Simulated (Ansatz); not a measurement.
# Cr2Mo, from a guessed structure to a relaxed one

Starting from a made-up structure for Cr2Mo, the aim is the relaxed cell, its shortest contacts and, where a second run follows, its electronic structure.

Main program and level: Ansatz 0.2.0; DFT, PBE, plane-wave PAW, files of the set soft_1, scalar-relativistic, ferromagnetic start, cell and ions relaxed at zero pressure; PAW set soft_1.

## 1. The starting structure

The structure is cubic, space group Fm-3m (No. 225). Conventional cell: a = 5.719 Å, b = 5.719 Å, c = 5.719 Å, α = 90.00°, β = 90.00°, γ = 90.00°. Mo has 8 Cr at 2.48 Å nearest. Nearest to Cr lie 4 Mo at 2.48 Å. Farther neighbours are not listed.

## 2. Relaxation of the guess

The guessed cell has no reason to be at equilibrium. It is relaxed with the atoms, within the space group of the guess.

input.yaml

```yaml
crystal:
  lattice:
    - [0.0, 2.8595, 2.8595]
    - [2.8595, 0.0, 2.8595]
    - [2.8595, 2.8595, 0.0]
  atoms:
    - { symbol: Mo, position: [0.0, 0.0, 0.0], spin: 1.0 }
    - { symbol: Cr, position: [0.75, 0.75, 0.75], spin: 3.0 }
    - { symbol: Cr, position: [0.25, 0.25, 0.25], spin: 3.0 }
magnetization:
  spin_polarized: true
kpoints:
  mp_grid: { grid: [8, 8, 8] }
scf:
  occupations: { method: fermi_dirac, width: 0.05 }
hamiltonian:
  xc: pbe
  pseudopotentials: { kind: paw, azcp: { folder: soft_1 } }
relax:
  f_tol: 0.015
  max_steps: 70
  cell: {}
output:
  forces: true
  stress: true
```

The run is started by

```sh
$ ansatz run input.yaml --threads 4 --pin off --max-ram 10240MiB --backend cpu --events-out ev --progress --plain --runs-dir out
```

Numbers of over 12 decimals in the logs are rounded to 6 here.

The program printed:

```text
Engine: ansatz 0.2.0, aarch64-unknown-linux-gnu
Pseudopotentials: kind: paw
Pseudopotential: Mo, paw, valence charge 14, recommended cutoff 420 eV (normal), soft_1/Mo.paw.azcp
Pseudopotential: Cr, paw, valence charge 14, recommended cutoff 420 eV (normal), soft_1/Cr.paw.azcp
Functional definition: PBE
  parameter kappa = 0.804
  parameter beta = 0.066725
  exchange = pbe_x(kappa = kappa, mu = beta*pi^2/3)
  correlation = pbe_c(beta = beta)
Crystal: 3 atoms, lattice volume = 46.763 Å³
Basis set: ecut = 420 eV, 941 PW (Γ), exchange–correlation on 60×60×60 points (8 copies of the dense FFT grid, shifted against one another)
Bands: 30, of which v1, the nominal top of the filled ones, is band 21 counted from 1 (20 counted from 0)
Symmetry: 48 space group operations
Space group: Fm-3m (ITA 225), of the structure as read, at distance tolerance 3.6e-5 Å
Magnetic group: BNS 225.116 (UNI 1618), of the structure as read, at distance tolerance 3.6e-5 Å
k-points: 29 of 512
Non-local potential: Mo, projectors of the file, l = 0: 3, l = 1: 2, l = 2: 2, l = 3: 1
Non-local potential: Cr, projectors of the file, l = 0: 3, l = 1: 2, l = 2: 3, l = 3: 1
PAW form: soft (Blöchl's): semilocal exchange-correlation on the pseudo side does not see the compensation charge
PAW one-centre angular grid: Mo, 590 points (default); XC on 64 Gauss nodes
PAW one-centre angular grid: Cr, 590 points (default); XC on 64 Gauss nodes
Initial density: superposition of atomic densities (chi_scale 0.1, normalization cell)
Starting moments: Σ|m| = 7 μB on 3 of 3 sites
Initial wavefunctions: pseudopotential atomic-orbital guess
Functional: x = pbe(κ = 0.804, μ = 0.219515), c = pbe(β = 0.066725)
SCF iter   1: F=—  HF=-11709.526273 eV  |F-HF|=—  |Δ(HF+E_count)|=         —  Δρ=1.09e-1 (↑1.09e-1 ↓4.11e-2)  dr2=7.61e0  dr2_m=9.01e-1  M=4.843 μB ∫|m|=4.844 μB  β_m=0.30  ethr=3.10e-3  ⟨swp⟩=5.7  Hψ=6059  notcnv=0
Mixer restart at iter 1: flushing history
preconditioner: auto → Kerker (q_TF=auto, 2.680 Å⁻¹)  [metal: Δε(μ)=0.037 eV  Ē_g=5.542 eV  σ=0.050 eV  W_gap=0.18  n_scr=14 (ndim 8)  ℏωp=23.0 eV  f_vac=0.000  D(μ)=3.70/eV (n_scr^D=50)]
spin=Collinear: Kerker preconditioning applied to the charge; magnetization (m = ρ↑ − ρ↓) channel mixes plain (no charge-response kernel on spin).
SCF iter   2: F=—  HF=-11708.278534 eV  |F-HF|=—  |Δ(HF+E_count)|=    1.25e0  Δρ=6.09e-2 (↑6.09e-2 ↓2.79e-2)  dr2=2.35e0  dr2_m=3.68e-1  M=4.705 μB ∫|m|=4.754 μB  β_m=0.47  ethr=3.10e-3  ⟨swp⟩=2.0  Hψ=3486  notcnv=0  defer=83
SCF iter   3: F=—  HF=-11708.095012 eV  |F-HF|=—  |Δ(HF+E_count)|=   1.84e-1  Δρ=1.93e-2 (↑1.93e-2 ↓1.53e-2)  dr2=1.29e-1  dr2_m=8.01e-2  M=4.246 μB ∫|m|=4.677 μB  β_m=0.71  ethr=3.10e-3  ⟨swp⟩=2.8  Hψ=3165  notcnv=0  defer=84
SCF iter   4: F=—  HF=-11708.387230 eV  |F-HF|=—  |Δ(HF+E_count)|=         —  Δρ=1.04e-2 (↑1.04e-2 ↓6.11e-3)  dr2=2.21e-2  dr2_m=2.52e-2  M=3.823 μB ∫|m|=4.909 μB  β_m=0.71  ethr=3.07e-4  ⟨swp⟩=2.1  Hψ=3381  notcnv=0  defer=86
Mixer restart at iter 4: flushing history
SCF iter   5: F=—  HF=-11708.394026 eV  |F-HF|=—  |Δ(HF+E_count)|=   6.80e-3  Δρ=3.23e-3 (↑3.23e-3 ↓2.19e-3)  dr2=3.00e-3  dr2_m=2.76e-3  M=3.778 μB ∫|m|=4.911 μB  β_m=0.84  ethr=5.27e-5  ⟨swp⟩=2.0  Hψ=2702  notcnv=0  defer=86
SCF iter   6: F=—  HF=-11708.393999 eV  |F-HF|=—  |Δ(HF+E_count)|=   2.72e-5  Δρ=1.83e-3 (↑1.83e-3 ↓4.79e-4)  dr2=1.47e-3  dr2_m=4.95e-4  M=3.776 μB ∫|m|=4.953 μB  β_m=0.79  ethr=7.15e-6  ⟨swp⟩=2.0  Hψ=2675  notcnv=0  defer=86
SCF iter   7: F=—  HF=-11708.393414 eV  |F-HF|=—  |Δ(HF+E_count)|=   5.85e-4  Δρ=1.34e-3 (↑1.34e-3 ↓2.72e-4)  dr2=6.94e-4  dr2_m=1.98e-4  M=3.752 μB ∫|m|=4.931 μB  β_m=0.77  ethr=3.51e-6  ⟨swp⟩=2.1  Hψ=3043  notcnv=0  defer=86
SCF iter   8: F=—  HF=-11708.393663 eV  |F-HF|=—  |Δ(HF+E_count)|=   2.49e-4  Δρ=6.79e-4 (↑6.79e-4 ↓1.86e-4)  dr2=3.23e-4  dr2_m=3.19e-5  M=3.757 μB ∫|m|=4.938 μB  β_m=0.88  ethr=1.65e-6  ⟨swp⟩=2.2  Hψ=2034  notcnv=0  defer=84
SCF iter   9: F=—  HF=-11708.393712 eV  |F-HF|=—  |Δ(HF+E_count)|=   4.95e-5  Δρ=9.71e-5 (↑9.71e-5 ↓5.21e-5)  dr2=1.49e-5  dr2_m=4.78e-7  M=3.763 μB ∫|m|=4.946 μB  β_m=0.94  ethr=7.70e-7  ⟨swp⟩=2.2  Hψ=2329  notcnv=0  defer=84
SCF iter  10: F=—  HF=-11708.393704 eV  |F-HF|=—  |Δ(HF+E_count)|=   8.39e-6  Δρ=2.41e-5 (↑2.04e-5 ↓2.41e-5)  dr2=8.35e-7  dr2_m=9.90e-8  M=3.764 μB ∫|m|=4.947 μB  β_m=0.97  ethr=3.55e-8  ⟨swp⟩=2.0  Hψ=2247  notcnv=0  defer=84
SCF iter  11: F=—  HF=-11708.393704 eV  |F-HF|=—  |Δ(HF+E_count)|=   2.47e-7  Δρ=1.05e-5 (↑3.31e-6 ↓1.05e-5)  dr2=9.45e-8  dr2_m=1.06e-8  M=3.764 μB ∫|m|=4.946 μB  β_m=0.99  ethr=1.99e-9  ⟨swp⟩=2.2  Hψ=2308  notcnv=0  defer=84
SCF iter  12: F=—  HF=-11708.393704 eV  |F-HF|=—  |Δ(HF+E_count)|=   3.80e-9  Δρ=5.58e-6 (↑5.58e-6 ↓1.30e-6)  dr2=1.55e-8  dr2_m=4.20e-9  M=3.763 μB ∫|m|=4.946 μB  β_m=0.99  ethr=2.25e-10  ⟨swp⟩=2.0  Hψ=2260  notcnv=0  defer=84
SCF iter  13: F=-11708.393704 eV  HF=-11708.393704 eV  |F-HF|=1.61e-8  |Δ(HF+E_count)|=   4.54e-9  Δρ=3.47e-6 (↑3.47e-6 ↓1.75e-6)  dr2=1.73e-8  dr2_m=4.06e-10  M=3.763 μB ∫|m|=4.946 μB  ethr=3.69e-11  ⟨swp⟩=1.5  Hψ=4223  notcnv=0
SCF 1 converged in 13 iterations: F = -11708.393704 eV  dr2 = 1.73e-8
  greatest PAW one-centre occupation: 1.000 electrons in one spin orbital (limit 2), on the Cr atom at site 2 (counted from 0), in its partial waves of l = 0
relax step   1: F+E_penalty+E_count = -11708.39370385 eV  Δ(F+E_penalty+E_count) = +0.000e0 eV  max|allowed force component| = 4.626e-17 eV/Å  Δτ_max = 0.0000 Å  P = +8.656 GPa  Ω = 46.763 Å³  (13 SCF iters, dr2 threshold 1.00e-7 eV, accepted)
Crystal: 3 atoms, lattice volume = 49.436 Å³
Initial density: handed on by an earlier stage of this run
Starting moments: Σ|m| = 7 μB on 3 of 3 sites; this step starts from the density that it was given
Initial wavefunctions: those handed on with the density
iter 1 solved again at ethr=1.02e-4 eV; its pass at ethr=3.10e-3 eV (dr2=4.30e-2 eV) is discarded
SCF iter   1: F=—  HF=-11708.484209 eV  |F-HF|=—  |Δ(HF+E_count)|=         —  Δρ=2.14e-2 (↑2.14e-2 ↓1.30e-2)  dr2=4.31e-2  dr2_m=1.32e-1  M=4.013 μB ∫|m|=5.553 μB  β_m=0.30  ethr=1.02e-4  ⟨swp⟩=1.0  Hψ=8039  notcnv=0
preconditioner: auto → Kerker (q_TF=auto, 2.655 Å⁻¹)  [metal: Δε(μ)=0.036 eV  Ē_g=4.614 eV  σ=0.050 eV  W_gap=0.18  n_scr=14 (ndim 8)  ℏωp=22.4 eV  f_vac=0.002  D(μ)=2.90/eV (n_scr^D=26)]
spin=Collinear: Kerker preconditioning applied to the charge; magnetization (m = ρ↑ − ρ↓) channel mixes plain (no charge-response kernel on spin).
[...]
SCF iter   4: F=—  HF=-11708.471973 eV  |F-HF|=—  |Δ(HF+E_count)|=   1.21e-4  Δρ=2.05e-4 (↑1.84e-4 ↓2.05e-4)  dr2=1.48e-6  dr2_m=1.70e-5  M=4.054 μB ∫|m|=5.620 μB  β_m=0.54  ethr=2.86e-8  ⟨swp⟩=2.0  Hψ=2720  notcnv=0
SCF iter   5: F=—  HF=-11708.472017 eV  |F-HF|=—  |Δ(HF+E_count)|=   4.43e-5  Δρ=5.28e-5 (↑1.67e-5 ↓5.28e-5)  dr2=1.37e-6  dr2_m=4.06e-7  M=4.054 μB ∫|m|=5.619 μB  β_m=0.67  ethr=3.52e-9  ⟨swp⟩=2.0  Hψ=2839  notcnv=0
SCF iter   6: F=—  HF=-11708.472037 eV  |F-HF|=—  |Δ(HF+E_count)|=   1.95e-5  Δρ=2.03e-5 (↑2.03e-5 ↓1.27e-5)  dr2=4.62e-7  dr2_m=3.27e-8  M=4.054 μB ∫|m|=5.618 μB  β_m=0.84  ethr=3.27e-9  ⟨swp⟩=2.0  Hψ=2770  notcnv=0
SCF iter   7: F=—  HF=-11708.472040 eV  |F-HF|=—  |Δ(HF+E_count)|=   3.54e-6  Δρ=8.30e-6 (↑8.30e-6 ↓8.47e-7)  dr2=4.57e-8  dr2_m=8.00e-9  M=4.054 μB ∫|m|=5.618 μB  β_m=0.92  ethr=1.10e-9  ⟨swp⟩=2.2  Hψ=3010  notcnv=0
SCF iter   8: F=-11708.472041 eV  HF=-11708.472041 eV  |F-HF|=4.90e-9  |Δ(HF+E_count)|=   1.49e-7  Δρ=3.97e-6 (↑3.97e-6 ↓2.31e-6)  dr2=7.82e-9  dr2_m=3.28e-9  M=4.054 μB ∫|m|=5.618 μB  ethr=1.09e-10  ⟨swp⟩=2.0  Hψ=5366  notcnv=0
the starting moments were not kept: 1 of 3 ended reversed and 2 kept their direction, counting a site from 0.1 μB. The largest reversed, site 0 (counted from 0, in the order of the report's site_moments_mub), started with +1.0 μB and closes at -6.8e-1 μB in its sphere.
SCF 3 converged in 8 iterations: F = -11708.472041 eV  dr2 = 7.82e-9
relax step   3: F+E_penalty+E_count = -11708.47204061 eV  Δ(F+E_penalty+E_count) = -1.084e-3 eV  max|allowed force component| = 8.172e-17 eV/Å  Δτ_max = 0.0000 Å  P = +0.098 GPa  Ω = 49.801 Å³  energy of the carried Pulay correction = -1.201e-3 eV  (8 SCF iters, dr2 threshold 3.00e-7 eV, accepted)
[...]
relax step   4: F+E_penalty+E_count = -11708.47203793 eV  Δ(F+E_penalty+E_count) = +2.683e-6 eV  max|allowed force component| = 1.542e-16 eV/Å  Δτ_max = 0.0000 Å  P = +0.002 GPa  Ω = 49.842 Å³  energy of the carried Pulay correction = -1.217e-3 eV  (8 SCF iters, dr2 threshold 2.42e-8 eV, accepted)
Initial wavefunctions: pseudopotential atomic-orbital guess (no wavefunctions were taken with the density)
iter 1 solved again at ethr=8.49e-8 eV; its pass at ethr=3.10e-3 eV (dr2=3.57e-5 eV) is discarded
SCF iter   1: F=—  HF=-11708.470735 eV  |F-HF|=—  |Δ(HF+E_count)|=         —  Δρ=5.50e-4 (↑5.50e-4 ↓3.47e-4)  dr2=1.26e-5  dr2_m=5.39e-6  M=4.057 μB ∫|m|=5.627 μB  β_m=0.65  ethr=8.49e-8  ⟨swp⟩=3.2  Hψ=10577  notcnv=0
SCF iter   2: F=—  HF=-11708.472795 eV  |F-HF|=—  |Δ(HF+E_count)|=   2.06e-3  Δρ=2.02e-4 (↑2.02e-4 ↓1.22e-4)  dr2=3.67e-6  dr2_m=1.04e-6  M=4.057 μB ∫|m|=5.626 μB  β_m=0.50  ethr=2.99e-8  ⟨swp⟩=2.0  Hψ=2266  notcnv=0
SCF iter   3: F=—  HF=-11708.472991 eV  |F-HF|=—  |Δ(HF+E_count)|=   1.96e-4  Δρ=1.11e-4 (↑1.11e-4 ↓6.86e-5)  dr2=6.40e-7  dr2_m=2.64e-7  M=4.057 μB ∫|m|=5.627 μB  β_m=0.50  ethr=8.73e-9  ⟨swp⟩=2.0  Hψ=2876  notcnv=0
SCF iter   4: F=—  HF=-11708.473081 eV  |F-HF|=—  |Δ(HF+E_count)|=   8.99e-5  Δρ=1.00e-5 (↑1.00e-5 ↓5.94e-6)  dr2=6.39e-8  dr2_m=2.62e-9  M=4.057 μB ∫|m|=5.626 μB  β_m=0.60  ethr=1.52e-9  ⟨swp⟩=2.0  Hψ=2198  notcnv=0
SCF iter   5: F=—  HF=-11708.473082 eV  |F-HF|=—  |Δ(HF+E_count)|=   7.77e-7  Δρ=4.18e-6 (↑4.18e-6 ↓2.55e-6)  dr2=3.02e-8  dr2_m=4.86e-10  M=4.057 μB ∫|m|=5.626 μB  β_m=0.80  ethr=1.52e-10  ⟨swp⟩=2.0  Hψ=2274  notcnv=0
SCF iter   6: F=—  HF=-11708.473082 eV  |F-HF|=—  |Δ(HF+E_count)|=   1.99e-7  Δρ=2.71e-6 (↑2.71e-6 ↓1.28e-6)  dr2=2.18e-9  dr2_m=1.58e-9  M=4.057 μB ∫|m|=5.626 μB  β_m=0.90  ethr=7.18e-11  ⟨swp⟩=2.4  Hψ=3055  notcnv=0
SCF iter   7: F=—  HF=-11708.473091 eV  |F-HF|=—  |Δ(HF+E_count)|=   8.47e-6  Δρ=1.72e-6 (↑1.72e-6 ↓9.52e-7)  dr2=2.59e-9  dr2_m=3.95e-10  M=4.057 μB ∫|m|=5.626 μB  β_m=0.77  ethr=5.20e-12  ⟨swp⟩=2.5  Hψ=2988  notcnv=0
SCF iter   8: F=—  HF=-11708.473091 eV  |F-HF|=—  |Δ(HF+E_count)|=  7.89e-10  Δρ=6.48e-7 (↑6.48e-7 ↓1.67e-7)  dr2=1.45e-10  dr2_m=6.97e-11  M=4.057 μB ∫|m|=5.626 μB  β_m=0.89  ethr=5.20e-12  ⟨swp⟩=2.0  Hψ=2371  notcnv=0
SCF iter   9: F=—  HF=-11708.473091 eV  |F-HF|=—  |Δ(HF+E_count)|=  3.04e-10  Δρ=5.80e-8 (↑5.80e-8 ↓3.39e-8)  dr2=6.82e-12  dr2_m=1.92e-13  M=4.057 μB ∫|m|=5.626 μB  β_m=0.94  ethr=1.00e-12  ⟨swp⟩=2.0  Hψ=2280  notcnv=0
SCF iter  10: F=-11708.473091 eV  HF=-11708.473091 eV  |F-HF|=3.64e-12  |Δ(HF+E_count)|=  2.00e-11  Δρ=2.00e-8 (↑1.29e-8 ↓2.00e-8)  dr2=9.07e-13  dr2_m=1.22e-14  M=4.057 μB ∫|m|=5.626 μB  ethr=1.00e-12  ⟨swp⟩=4.2  Hψ=6363  notcnv=0
the starting moments were not kept: 1 of 3 ended reversed and 2 kept their direction, counting a site from 0.1 μB. The largest reversed, site 0 (counted from 0, in the order of the report's site_moments_mub), started with +1.0 μB and closes at -6.8e-1 μB in its sphere.
SCF 5 converged in 10 iterations: F = -11708.473091 eV  dr2 = 9.07e-13
relax step   5: F+E_penalty+E_count = -11708.47309080 eV  Δ(F+E_penalty+E_count) = -1.053e-3 eV  max|allowed force component| = 1.388e-16 eV/Å  Δτ_max = 0.0000 Å  P = -0.008 GPa  Ω = 49.842 Å³  stress off target by 7.82e-3 GPa  SCF on the basis re-selected at this cell (its energy is not comparable with the rows above)  (10 SCF iters)
basis re-selected at this cell: Δ(F+E_penalty+E_count) = -1.053e-3 eV, ΔP = -0.010 GPa vs the last step (what re-selecting the basis moved, of the pressure what is left beyond the Pulay correction that the steps carried, after the strain that the cell walked since its last selection, with what the two solves' SCF thresholds leave and, on support functions, any second-order correction that the steps lacked; it is no m [...]
SCF converged after 10 iterations
Magnetization: 4.0572 μB (23.0286 up, 18.9714 down)
Absolute magnetization: 5.6268 μB (∫|ρ↑−ρ↓|, with the PAW one-centre terms)
Spin contamination: 0.3510 ħ² per cell (⟨S²⟩ above its minimum at these occupations)
Per-site moments (μB) at R_I (Å): [(-0.684578, 1.043461), (2.178729, 1.043461), (2.178729, 1.043461)]
Free energy (F): -11708.473091 eV
Harris-Foulkes:  -11708.473091 eV  (|F-HF|=3.64e-12)
Internal energy: -11708.448445 eV  (E = F + TS)
E sigma→0 (E₀):  -11708.460768 eV
Entropy (-TS):   -0.024646 eV (-8.215 meV/atom)
Fermi energy:    14.597130 eV
--- Per-component energies (eV) ---
  E_band       = -542.944094
  E_kinetic    = 1026.496009
  E_local      = -3994.560361  (includes V_loc(G=0)·N_el)
  E_nonlocal   = 242.801257
  E_hartree    = 1701.617992
  E_xc         = -404.773405
  E_vxc        = -510.281149  (∫ρ·V_xc dr)
  E_paw        = -5656.126913  (= ΣΔE_a)
  E_vpaw       = -710.637576  (= ΣTr[D̂ρ^β])
  E_aug_tail   = 0.001713  (compensation charges beyond the density's cutoff)
  E_ewald      = -4623.904736
  E_smearing   = -0.024646  (= −TS)
  E_closure    = -0.000000  (closes the sum)
  Σ components = -11708.473091   (vs F -11708.473091, Δ=0.00e0)
--- Forces (eV/Å), atoms counted from 1 ---
  atom   1  Mo    -0.00000000     0.00000000    -0.00000000
  atom   2  Cr    -0.00000000    -0.00000000    -0.00000000
  atom   3  Cr     0.00000000     0.00000000     0.00000000
  max |Σ_I F_I| component: 1.85e-17 eV/Å
--- Stress (GPa, compression-positive) ---
       -0.007820       0.000000       0.000000
        0.000000      -0.007820       0.000000
        0.000000       0.000000      -0.007820
  P = ⅓ Tr σ = -0.0078 GPa (-0.078 kbar)
--- Relaxed structure (4 steps of the walk, 4 accepted, 1 SCFs on fresh bases) ---
  F+E_penalty+E_count = -11708.47309080 eV   max|allowed force component| = 1.388e-16 eV/Å   (the final SCF, on the basis selected at the relaxed cell)
  cell:  # Å, volume = 49.8420 Å³
    - [0, 2.920934, 2.920934]
    - [2.920934, 0, 2.920934]
    - [2.920934, 2.920934, 0]
  atoms:
    - { symbol: Mo, position: [0, 0, 0] }
    - { symbol: Cr, position: [0.75, 0.75, 0.75] }
    - { symbol: Cr, position: [0.25, 0.25, 0.25] }
```

The job ended after 7.5 s (4 threads of Arm Neoverse V1, shared host; peak memory 0.4 GiB).

Relaxation path:

| step | energy less that of the first step (eV) | largest force component (eV/Å) | pressure (GPa) | volume (Å³) |
| --- | --- | --- | --- | --- |
| 1 | 0.0000 | 0.0000 | 8.66 | 46.76 |
| 2 | -0.0773 | 0.0000 | 0.98 | 49.44 |
| 3 | -0.0783 | 0.0000 | 0.10 | 49.80 |
| 4 | -0.0783 | 0.0000 | 0.00 | 49.84 |
| 5* | -0.0794 | 0.0000 | -0.01 | 49.84 |

Relaxation steps marked * repeat the geometry before them on a plane-wave basis chosen anew for their cell, so energy and pressure can jump there.

Forces are held to the 48 operations that the run works with; a distortion that breaks them can't arise in this run.

| conventional cell, symmetrised | before | after | change |
| --- | --- | --- | --- |
| a (Å) | 5.719 | 5.842 | +2.1 % |
| b (Å) | 5.719 | 5.842 | +2.1 % |
| c (Å) | 5.719 | 5.842 | +2.1 % |
| volume (Å³/atom) | 15.59 | 16.61 | +6.6 % |

Final coordinates:

```xyz
3
Lattice="0.0000 2.9209 2.9209 2.9209 0.0000 2.9209 2.9209 2.9209 0.0000" Properties=species:S:1:pos:R:3 pbc="T T T"
Mo    0.0000    0.0000    0.0000
Cr    4.3814    4.3814    4.3814
Cr    1.4605    1.4605    1.4605
```

Numbers from this step:

```yaml
free_energy: -11708.4731 eV
energy_at_zero_smearing: -11708.4608 eV
smearing_term_ts: 0.02465 eV
fermi_energy: 14.60 eV
magnetization: 4.057 μB
absolute_magnetization: 5.627 μB
site_moments: -0.6846, 2.179, 2.179 μB
electrons: 42
symmetry_operations: 48
pressure: -0.007820 GPa
```

Site moment by atom:

| atom | site moment (μB) |
| --- | --- |
| Mo1 | -0.68 |
| Cr2 | 2.18 |
| Cr3 | 2.18 |

Shortest distances by pair of elements, guess and relaxed (not always the same contact):

| pair | guess (Å) | relaxed (Å) |
| --- | --- | --- |
| Cr–Mo | 2.476 | 2.530 |
| Cr–Cr | 2.859 | 2.921 |
| Mo–Mo | 4.044 | 4.131 |

The relaxation ends with a pressure of -0.01 GPa.

## 3. Results

| Property | Result |
| --- | --- |
| space group, relaxed | Fm-3m |
| conventional cell | a = 5.842, b = 5.842, c = 5.842 Å; α = 90.0°, β = 90.0°, γ = 90.0° |
| volume per atom | 16.61 Å³ (guess 15.59) |
| total moment | 4.06 μB in the cell of 3 atoms |

What this shows: Cr2Mo relaxes to Fm-3m with a = 5.842, b = 5.842 and c = 5.842 Å. The guessed volume was 6 % too small. The space group Fm-3m was held in the relaxation, so the end point is a stationary structure within it and may be a saddle against distortions or other arrangements. The input starts from parallel moments, and no other start was typed; the run left that order, and the end state is ferrimagnetic. Mesh and cutoff weren't tested. No dispersion term is used, so weakly bound directions may come out too long. Nothing here tests whether the compound is stable against decomposition.

[Logs are printed without paths, hosts, clocks, repeated set-up lines and the standing remarks that a program may print on its own settings, such as how far it seeks lower states.]

[Hosts, paths, dates, database ids (printed as entryN), source tags and the programs' standing remarks are cut or masked in the printed files.]
